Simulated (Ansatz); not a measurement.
# Arsenene bilayer (AA') in a perpendicular field, part 2 of 3

Wanted: the out-of-plane response of the arsenene bilayer (AA'). A positive field points along +c.

Ansatz 0.2.0; plane-wave DFT, PBE-D3(BJ), Ansatz PAW (set soft_1); PAW set soft_1 (the session's first sound run).

So far. Step 2 (Relaxing the slab): The lattice constant a goes from 3.610 to 3.569 Å.

## (3) Single point, field 0

A sawtooth potential applies the field, turning back in the middle of the vacuum. With the dipole correction the typed value is the field outside the slab. The induced dipole is small, so the SCF threshold is tight.

The cell differs from the one that the last finished run ended in (c 42.600 → 24.640 Å).

The input, input.yaml:

```yaml
crystal:
  lattice:
    - [3.5693570726, 0.0, 0.0]
    - [-1.7846785363, 3.0911539001, 0.0]
    - [0.0, 0.0, 24.6401969148]
  atoms:
    - { symbol: As, position: [0.6666666667, 0.3333333333, 0.3652568212] }
    - { symbol: As, position: [0.3333333333, 0.6666666667, 0.4220240449] }
    - { symbol: As, position: [0.3333333333, 0.6666666667, 0.5779759551] }
    - { symbol: As, position: [0.6666666667, 0.3333333333, 0.6347431788] }
kpoints:
  mp_grid: { grid: [18, 18, 1] }
  band_path:
    path: [[0, 0, 0], [0.5, 0, 0], [0.33333333, 0.33333333, 0], [0, 0, 0]]
    npoints: 16
hamiltonian:
  xc: pbe
  dispersion: d3bj
  pseudopotentials: { kind: paw, azcp: { folder: soft_1 } }
scf:
  occupations: { method: fermi_dirac, width: 0.02585 }
  convergence: { dr2_threshold: 1.0e-10 }
efield:
  axis: 3
  dipole_correction: true
  ramp_position: 0.97
  ramp_width: 0.06
  amplitude: 0
output:
  dos: { projected: true, e_range: [-6, 5] }
  bader: true
  write_potential: true
  write_density: true
  volumetric_format: npy
  elf: true
```

The run is started by

```sh
ansatz run input.yaml --threads 4 --pin off --max-ram 6144MiB --backend cpu --events-out ev --progress --plain --runs-dir out
```

Numbers of over 12 decimals in the logs are rounded to 6 here.

The log of the run:

```text
[...]
Crystal: 4 atoms, lattice volume = 271.866 Å³
Basis set: ecut = 420 eV, 5237 PW (Γ)
Bands: 36, of which v1, the nominal top of the filled ones, is band 30 counted from 1 (29 counted from 0)
Symmetry: 6 space group operations
k-points: 37 of 324 (time reversal used)
[...]
SCF iter   1: F=—  HF=-19425.628165 eV  |F-HF|=—  |Δ(HF+E_count)|=         —  Δρ=1.61e-2  dr2=5.80e-1  ethr=9.64e-4  p=-0.000 e·Å  D=-3.26e-14 V/Å  ΔV_dip=0.00 eV  dr2_dipole=7.78e-12  V_vac-E_F(+/−)=5.27/5.27 eV  ⟨swp⟩=1.0  Hψ=7553  notcnv=0
efield: sawtooth ramp at fractional position 0.9700 (set: `efield.ramp_position`, or a place that a band, a saddle search or an elastic batch's reference lends), width 0.0600; the density the first Hamiltonian is built on has a dipole p = -0.000 e·Å; the dipole correction subtracts the counter field D = -3.26e-14 V/Å, which shifts the + side's vacuum level by +0.00 eV against the − side's; the planar-averaged density in the ramp window peaks in size at 5.4e-8 e/Å³
[...]
SCF iter   2: F=—  HF=-19425.559515 eV  |F-HF|=—  |Δ(HF+E_count)|=   6.87e-2  Δρ=8.81e-3  dr2=1.76e-1  ethr=9.64e-4  p=-0.000 e·Å  D=-8.40e-7 V/Å  ΔV_dip=0.00 eV  dr2_dipole=3.28e-13  V_vac-E_F(+/−)=4.97/4.97 eV  ⟨swp⟩=2.3  Hψ=1577  notcnv=0
[...]
SCF iter  11: F=-19425.539796 eV  HF=-19425.539796 eV  |F-HF|=1.09e-11  |Δ(HF+E_count)|=   1.90e-9  Δρ=9.97e-8  dr2=6.27e-11  ethr=1.00e-12  p=0.000 e·Å  D=4.23e-7 V/Å  ΔV_dip=-0.00 eV  dr2_dipole=1.14e-11  V_vac-E_F(+/−)=4.62/4.62 eV  ⟨swp⟩=2.0  Hψ=3941  notcnv=0
SCF 1 converged in 11 iterations: F = -19425.539796 eV  dr2 = 6.27e-11
[...]
NSCF: frozen V_eff on 49 k-points
efield: sawtooth ramp at fractional position 0.9700 (kept from the solve that this one continues, or follows in the run), width 0.0600; the density the first Hamiltonian is built on has a dipole p = 0.000 e·Å; the dipole correction subtracts the counter field D = 4.23e-7 V/Å, which shifts the + side's vacuum level by -0.00 eV against the − side's; the planar-averaged density in the ramp window peaks in size at 6.4e-8 e/Å³
WARN: The output density's exchange-correlation potential varies sharply where the density is thin. Do not read a vacuum level from v_tot or v_xc, or from such a field of the output density. On a cell that repeats whose density bears no net charge and no dipole along the vacuum's axis use v_es (v_loc + v_h of the components); under efield.dipole_correction with no amplitude use v_es + v_field, which holds any externa [...]
SCF converged after 11 iterations
Free energy (F): -19425.539796 eV
[...]
Internal energy: -19425.539796 eV  (E = F + TS)
E sigma→0 (E₀):  -19425.539796 eV
Fermi energy:    -0.001758 eV
Dipole field:    D = -0.000003 V/Å  (p = -0.000005 e·Å, saw-weighted, corrected)
Work function:   Φ+ = 4.6228 eV   Φ− = 4.6227 eV
Levels:          The Fermi level and band energies are counted from a zero that moves with the ramp; work functions are not
[...]
--- Band table (eV; the first three rows and the last of 37) ---
  k-point 0: bands = [... 26 lower, -0.6656, -0.6656, -0.6358, -0.6358, 1.2779, 1.6886, 2.8162, 2.8162, ... 2 higher]
  k-point 1: bands = [... 26 lower, -1.1303, -0.7725, -0.7662, -0.7362, 1.6744, 2.0433, 2.7130, 2.8187, ... 2 higher]
  k-point 2: bands = [... 26 lower, -1.7392, -1.0239, -0.9935, -0.7437, 1.8951, 2.1226, 2.8621, 3.1582, ... 2 higher]
  k-point 36: bands = [... 26 lower, -3.1031, -2.8331, -2.7181, -2.4865, 0.9750, 1.3993, 3.4358, 3.4451, ... 2 higher]
--- Bader charges: 4 sites ---
  site symbol  charge [e]  shift [e]
     0     As     -0.0017     0.0000
     1     As      0.0017     0.0000
     2     As      0.0017     0.0000
     3     As     -0.0017     0.0000
  estimated error of the sums over rays = 1.4e-4 e
```

Wall time 31 s (4 threads of Arm Neoverse V1, shared host); peak memory 0.75 GiB.

The column dr2 measures how far the density is from self-consistency, as an energy; F and HF (Harris–Foulkes) agree once it is small.

This step gave:

```
gap on the k-mesh                  : 1.269 eV
dipole along the normal            : -5.22e-6 e·Å
gap along the path                 : 1.272 eV
smallest direct gap along the path : 1.661 eV
ionisation energy, upper face      : 5.257 eV
electron affinity, upper face      : 3.985 eV
gap, the smaller of path and mesh  : 1.269 eV
```

Running mean over a fixed 2.6 Å (it still follows the layers) of the planar mean; the ramp of the sawtooth is left out. Table of electron's electrostatic potential energy less the Fermi level by z:

| z (Å) | electron's electrostatic potential energy less the Fermi level (eV) |
| --- | --- |
| 3.5 | 4.62 |
| 4.0 | 4.62 |
| 4.5 | 4.62 |
| 5.0 | 4.62 |
| 5.5 | 4.61 |
| 6.0 | 4.57 |
| 6.5 | 4.40 |
| 7.0 | 3.74 |
| 7.5 | 2.41 |
| 8.0 | 1.04 |
| 8.5 | -0.917 |
| 9.0 | -2.51 |
| 9.5 | -3.33 |
| 10.0 | -3.23 |
| 10.5 | -2.29 |
| 11.0 | -0.548 |
| 11.5 | 1.20 |
| 12.0 | 2.18 |
| 12.5 | 2.34 |
| 13.0 | 1.54 |
| 13.5 | 0.0216 |
| 14.0 | -1.89 |
| 14.5 | -3.03 |
| 15.0 | -3.41 |
| 15.5 | -2.80 |
| 16.0 | -1.46 |
| 16.5 | 0.557 |
| 17.0 | 2.05 |
| 17.5 | 3.39 |
| 18.0 | 4.29 |
| 18.5 | 4.54 |
| 19.0 | 4.60 |
| 19.5 | 4.62 |
| 20.0 | 4.62 |
| 20.5 | 4.62 |
| 21.0 | 4.62 |
| 21.5 | 4.62 |

The density of states has structure finer than the step of the table below, so its rows give means over 0.25 eV, whole bins alone (the curve runs from -6 to 2.57 eV). Peaks (eV: height): -4.480: 6.59, -4.240: 7.76, -2.530: 5.44, -2.110: 5.51, -1.700: 7.72, -1.590: 7.95, -0.710: 10.6.

Density of states against energy, zero at the Fermi level of the run, which the smearing sets inside the gap; means over each step:

```csv
energy (eV),density of states (states/eV a cell)
-5.50,0
-5.25,0.0774
-5.00,0.878
-4.75,1.08
-4.50,4.13
-4.25,4.35
-4.00,1.87
-3.75,1.71
-3.50,2.57
-3.25,2.78
-3.00,2.43
-2.75,2.50
-2.50,3.59
-2.25,3.03
-2.00,3.76
-1.75,3.89
-1.50,3.40
-1.25,1.57
-1.00,1.56
-0.75,2.69
-0.50,9.3e-4
-0.25,0
0.00,0
0.25,0
0.50,3.5e-4
0.75,0.594
1.00,1.18
1.25,2.17
1.50,3.70
1.75,3.41
2.00,3.19
2.25,2.72
```

Projected DOS per atom over height of the atomic layer and energy from the Fermi level. Layers: As As As As from below.

Ten even steps from '_' (0.00 states/eV) to '@' (0.98 states/eV), each cell a mean:
```
========
########
%%%%%%%%
++++++++
::::::::
________
________
________
========
==----==
########
@@@@@@@@
%%%%%%%%
########
********
********
========
@@@@@@@@
********
........
________
________
```
Columns: height of the atomic layer (Å) from 9 to 15.6 (not evenly spaced); rows upwards: energy from the Fermi level (eV) from -5.96 to 2.59.

The electronic bands at the labelled points (eV, zero at the Fermi level of the run, which the smearing sets inside the gap):

| point | band 27 | band 28 | band 29 | band 30 | band 31 | band 32 | band 33 | band 34 |
| --- | --- | --- | --- | --- | --- | --- | --- | --- |
| Γ | -0.66 | -0.66 | -0.63 | -0.63 | 1.28 | 1.69 | 2.82 | 2.82 |
| halfway | -1.85 | -1.82 | -1.59 | -0.82 | 0.86 | 1.26 | 3.49 | 3.69 |
| M | -2.60 | -2.60 | -2.57 | -2.16 | 1.12 | 1.45 | 1.93 | 2.85 |
| halfway | -3.39 | -3.12 | -2.56 | -2.15 | 1.61 | 2.14 | 2.76 | 3.10 |
| K | -3.10 | -2.83 | -2.72 | -2.48 | 0.98 | 1.40 | 3.44 | 3.45 |
| halfway | -3.01 | -2.96 | -1.53 | -0.82 | 1.83 | 2.37 | 2.70 | 2.95 |
| Γ | -0.66 | -0.66 | -0.63 | -0.63 | 1.28 | 1.69 | 2.82 | 2.82 |

Valence density in the ca plane at fractional y = 0.333, with atoms of As within 0.2 Å of it. It is the smooth field of the valence electrons, not physical close to the nuclei.

Values in e/Å³, 5 rows by 16 columns, each cell a mean:
```
 0  0  0  0  2  0  0  0  0  0  1  2  0  0  0  0
 0  0  0  1 19  1  0  0  0  0  3 17  0  0  0  0
 0  0  0  0  2  0  0  0  0  0  1  2  0  0  0  0
 0  0  0  0  0  0  0  0  0  0  0  0  0  0  0  0
 0  0  0  0  0  0  0  0  0  0  0  0  0  0  0  0
```
Columns run along c (16.0 Å, from fractional 0.19 to 0.84 of the cell), rows up along a (3.6 Å). Atoms in or near the plane, at fractional coordinates: As at (0.37, 0.67), As at (0.63, 0.67).

Electrostatic potential energy in the ca plane at fractional y = 0.333, with atoms of As within 0.2 Å of it. With pseudopotentials it is smooth inside the atoms' cores, unlike the true potential.

Values in eV, 5 rows by 16 columns, each cell a mean:
```
  5   5   4  -2 -11  -6   2   4   4   1  -8 -11   1   4   5   5
  5   5   4  -7   3  -9   3   4   4   2  -8   0  -3   4   5   5
  5   5   4  -2 -11  -6   2   4   4   2  -8 -11   1   4   5   5
  5   5   4   3   0  -3  -1   4   3  -3  -2   0   4   5   5   5
  5   5   4   3   1  -3  -2   4   3  -3  -2   1   4   5   5   5
```
Columns run along c (16.0 Å, from fractional 0.19 to 0.84 of the cell; values clipped at the 3rd and 97th percentile), rows up along a (3.6 Å). Atoms in or near the plane, at fractional coordinates: As at (0.37, 0.67), As at (0.63, 0.67).

ELF in the ca plane at fractional y = 0.333, with atoms of As within 0.2 Å of it. It is the smooth field of the valence electrons, not physical close to the nuclei.

Ten even steps from '0' (0.00) to '9' (0.90), each cell a mean:
```
00000125788766665432000123456667888631000000
00001258998634553110000001245534799864100000
00001368998311442100000000245211699975200000
00001368998412553100000000245312799974200000
00000147898766664211000012356656899852100000
00000013567666665553100245566666775320000000
00000000012234556776201477665533211000000000
00000000000123556776201577655421100000000000
00000001234455666665200366666655442100000000
```
Columns run along c (16.0 Å, from fractional 0.19 to 0.84 of the cell), rows up along a (3.6 Å). Atoms in or near the plane, at fractional coordinates: As at (0.37, 0.67), As at (0.63, 0.67).

The gap is 1.27 eV, with the valence edge 5.26 eV and the conduction edge 3.99 eV under the upper vacuum level.

## (4) Atoms held, field 0.1 V/Å

input.yaml: that of step 3 with these lines changed.

```diff
@@ -25,8 +25,6 @@
   dipole_correction: true
-  ramp_position: 0.97
-  ramp_width: 0.06
-  amplitude: 0
+  ramp_position: 0.955
+  ramp_width: 0.0901
+  amplitude: 0.1
 output:
-  dos: { projected: true, e_range: [-6, 5] }
-  bader: true
   write_potential: true
@@ -34,2 +32 @@
   volumetric_format: npy
-  elf: true
```

The log of the run:

```text
[...]
Crystal: 4 atoms, lattice volume = 271.866 Å³
Basis set: ecut = 420 eV, 5237 PW (Γ)
Bands: 36, of which v1, the nominal top of the filled ones, is band 30 counted from 1 (29 counted from 0)
Symmetry: 6 space group operations
k-points: 37 of 324 (time reversal used)
[...]
k-point 0: bands = [... 26 lower, -0.7082, -0.7082, -0.5946, -0.5946, 1.2696, 1.6953, 2.7861, 2.7861, ... 2 higher]
  k-point 1: bands = [... 26 lower, -1.0845, -0.8088, -0.7707, -0.6951, 1.6649, 2.0510, 2.6884, 2.8417, ... 2 higher]
  k-point 2: bands = [... 26 lower, -1.7388, -1.0664, -0.9525, -0.7415, 1.8811, 2.1346, 2.8490, 3.1313, ... 2 higher]
  k-point 36: bands = [... 26 lower, -3.1081, -2.8591, -2.6935, -2.4829, 0.9670, 1.4059, 3.4313, 3.4404, ... 2 higher]
[key lines of the parts left out:]
SCF converged after 12 iterations
Free energy (F): -19425.542290 eV
Fermi energy:    0.006140 eV
Dipole field:    D = 0.033202 V/Å  (p = 0.049883 e·Å, saw-weighted, corrected)
```

The job ended after 19 s (4 threads; peak memory 0.71 GiB).

The dipole is 0.0499 e·Å, and the gap 1.222 eV.

## (5) Single point, field -0.1 V/Å

input.yaml: that of step 4 with these lines changed.

```diff
@@ -27,3 +27,3 @@
   ramp_width: 0.0901
-  amplitude: 0.1
+  amplitude: -0.1
 output:
```

The log of the run:

```text
[...]
Crystal: 4 atoms, lattice volume = 271.866 Å³
Basis set: ecut = 420 eV, 5237 PW (Γ)
Bands: 36, of which v1, the nominal top of the filled ones, is band 30 counted from 1 (29 counted from 0)
Symmetry: 6 space group operations
k-points: 37 of 324 (time reversal used)
[...]
k-point 0: bands = [... 26 lower, -0.7081, -0.7081, -0.5944, -0.5944, 1.2698, 1.6955, 2.7862, 2.7862, ... 2 higher]
  k-point 1: bands = [... 26 lower, -1.0843, -0.8087, -0.7705, -0.6949, 1.6650, 2.0512, 2.6885, 2.8419, ... 2 higher]
  k-point 2: bands = [... 26 lower, -1.7386, -1.0662, -0.9523, -0.7413, 1.8813, 2.1348, 2.8491, 3.1315, ... 2 higher]
  k-point 36: bands = [... 26 lower, -3.1079, -2.8590, -2.6933, -2.4828, 0.9672, 1.4060, 3.4315, 3.4405, ... 2 higher]
[key lines of the parts left out:]
SCF converged after 12 iterations
Free energy (F): -19425.542290 eV
Fermi energy:    0.006305 eV
Dipole field:    D = -0.033202 V/Å  (p = -0.049883 e·Å, saw-weighted, corrected)
```

Wall time 16 s (4 threads); peak memory 0.71 GiB; 63 s of CPU time.

The dipole is -0.0499 e·Å, and the gap 1.222 eV.

## (6) Single point, field 0.2 V/Å

input.yaml: that of step 5 with these lines changed.

```diff
@@ -27,3 +27,3 @@
   ramp_width: 0.0901
-  amplitude: -0.1
+  amplitude: 0.2
 output:
```

The log of the run:

```text
[...]
Crystal: 4 atoms, lattice volume = 271.866 Å³
Basis set: ecut = 420 eV, 5237 PW (Γ)
Bands: 36, of which v1, the nominal top of the filled ones, is band 30 counted from 1 (29 counted from 0)
Symmetry: 6 space group operations
k-points: 37 of 324 (time reversal used)
[...]
k-point 0: bands = [... 26 lower, -0.7639, -0.7639, -0.5429, -0.5429, 1.2465, 1.7142, 2.7344, 2.7344, ... 2 higher]
  k-point 1: bands = [... 26 lower, -1.0308, -0.8644, -0.7650, -0.6434, 1.6385, 2.0721, 2.6399, 2.8357, ... 2 higher]
  k-point 2: bands = [... 26 lower, -1.7363, -1.1220, -0.9009, -0.7348, 1.8457, 2.1645, 2.8130, 3.0817, ... 2 higher]
  k-point 36: bands = [... 26 lower, -3.1226, -2.9104, -2.6460, -2.4724, 0.9446, 1.4243, 3.4185, 3.4266, ... 2 higher]
[key lines of the parts left out:]
SCF converged after 12 iterations
Free energy (F): -19425.549775 eV
Fermi energy:    0.019741 eV
Dipole field:    D = 0.066441 V/Å  (p = 0.099823 e·Å, saw-weighted, corrected)
```

Elapsed: 16 s, on 4 threads; peak memory 0.72 GiB.

The dipole is 0.0998 e·Å, and the gap 1.152 eV.

## (7) Atoms held, field -0.2 V/Å

input.yaml: that of step 6 with these lines changed.

```diff
@@ -27,3 +27,3 @@
   ramp_width: 0.0901
-  amplitude: 0.2
+  amplitude: -0.2
 output:
```

The log of the run:

```text
[...]
Crystal: 4 atoms, lattice volume = 271.866 Å³
Basis set: ecut = 420 eV, 5237 PW (Γ)
Bands: 36, of which v1, the nominal top of the filled ones, is band 30 counted from 1 (29 counted from 0)
Symmetry: 6 space group operations
k-points: 37 of 324 (time reversal used)
[...]
k-point 0: bands = [... 26 lower, -0.7635, -0.7635, -0.5426, -0.5426, 1.2469, 1.7145, 2.7348, 2.7348, ... 2 higher]
  k-point 1: bands = [... 26 lower, -1.0305, -0.8641, -0.7647, -0.6431, 1.6388, 2.0725, 2.6403, 2.8360, ... 2 higher]
  k-point 2: bands = [... 26 lower, -1.7359, -1.1216, -0.9006, -0.7344, 1.8460, 2.1649, 2.8133, 3.0820, ... 2 higher]
  k-point 36: bands = [... 26 lower, -3.1222, -2.9101, -2.6457, -2.4721, 0.9449, 1.4246, 3.4188, 3.4270, ... 2 higher]
[key lines of the parts left out:]
SCF converged after 12 iterations
Free energy (F): -19425.549775 eV
Fermi energy:    0.020070 eV
Dipole field:    D = -0.066441 V/Å  (p = -0.099823 e·Å, saw-weighted, corrected)
```

Elapsed: 16 s, on 4 threads; peak memory 0.72 GiB.

The dipole is -0.0998 e·Å, and the gap 1.152 eV.

## (8) Atoms held, field 0.35 V/Å

input.yaml: that of step 7 with these lines changed.

```diff
@@ -25,6 +25,8 @@
   dipole_correction: true
-  ramp_position: 0.955
-  ramp_width: 0.0901
-  amplitude: -0.2
+  ramp_position: 0.9312
+  ramp_width: 0.1376
+  amplitude: 0.35
 output:
+  dos: { projected: true, e_range: [-6, 5] }
+  bader: true
   write_potential: true
@@ -32 +34,2 @@
   volumetric_format: npy
+  elf: true
```

The log of the run:

```text
[...]
Crystal: 4 atoms, lattice volume = 271.866 Å³
Basis set: ecut = 420 eV, 5237 PW (Γ)
Bands: 36, of which v1, the nominal top of the filled ones, is band 30 counted from 1 (29 counted from 0)
Symmetry: 6 space group operations
k-points: 37 of 324 (time reversal used)
[...]
k-point 2: bands = [... 26 lower, -1.7214, -1.2077, -0.8255, -0.7170, 1.7721, 2.2225, 2.7225, 2.9989, ... 2 higher]
  k-point 36: bands = [... 26 lower, -3.1593, -2.9982, -2.5682, -2.4460, 0.8913, 1.4672, 3.3849, 3.3911, ... 2 higher]
--- Bader charges: 4 sites ---
  site symbol  charge [e]  shift [e]
     0     As     -0.0288     0.0000
     1     As      0.0214     0.0000
     2     As     -0.0181     0.0000
     3     As      0.0254     0.0000
  estimated error of the sums over rays = 1.5e-4 e
[key lines of the parts left out:]
SCF converged after 14 iterations
Free energy (F): -19425.570379 eV
Fermi energy:    0.034082 eV
Dipole field:    D = 0.116451 V/Å  (p = 0.174959 e·Å, saw-weighted, corrected)
```

The job ended after 30 s (4 threads; peak memory 0.72 GiB; 2 min of CPU time).

The dipole is 0.175 e·Å, and the gap 1.031 eV.

(Continued in part 3 of 3.)

[Logs are printed without paths, hosts, clocks, repeated set-up lines and the standing remarks that a program may print on its own settings, such as how far it seeks lower states.]

[Hosts, paths, dates, database ids (printed as entryN), source tags and the programs' standing remarks are cut or masked in the printed files.]

[Maps of the electrostatic potential energy from Ansatz leave out the sawtooth potential of an applied field or a dipole correction, so their vacuum need not be flat; planar profiles and work functions include it.]
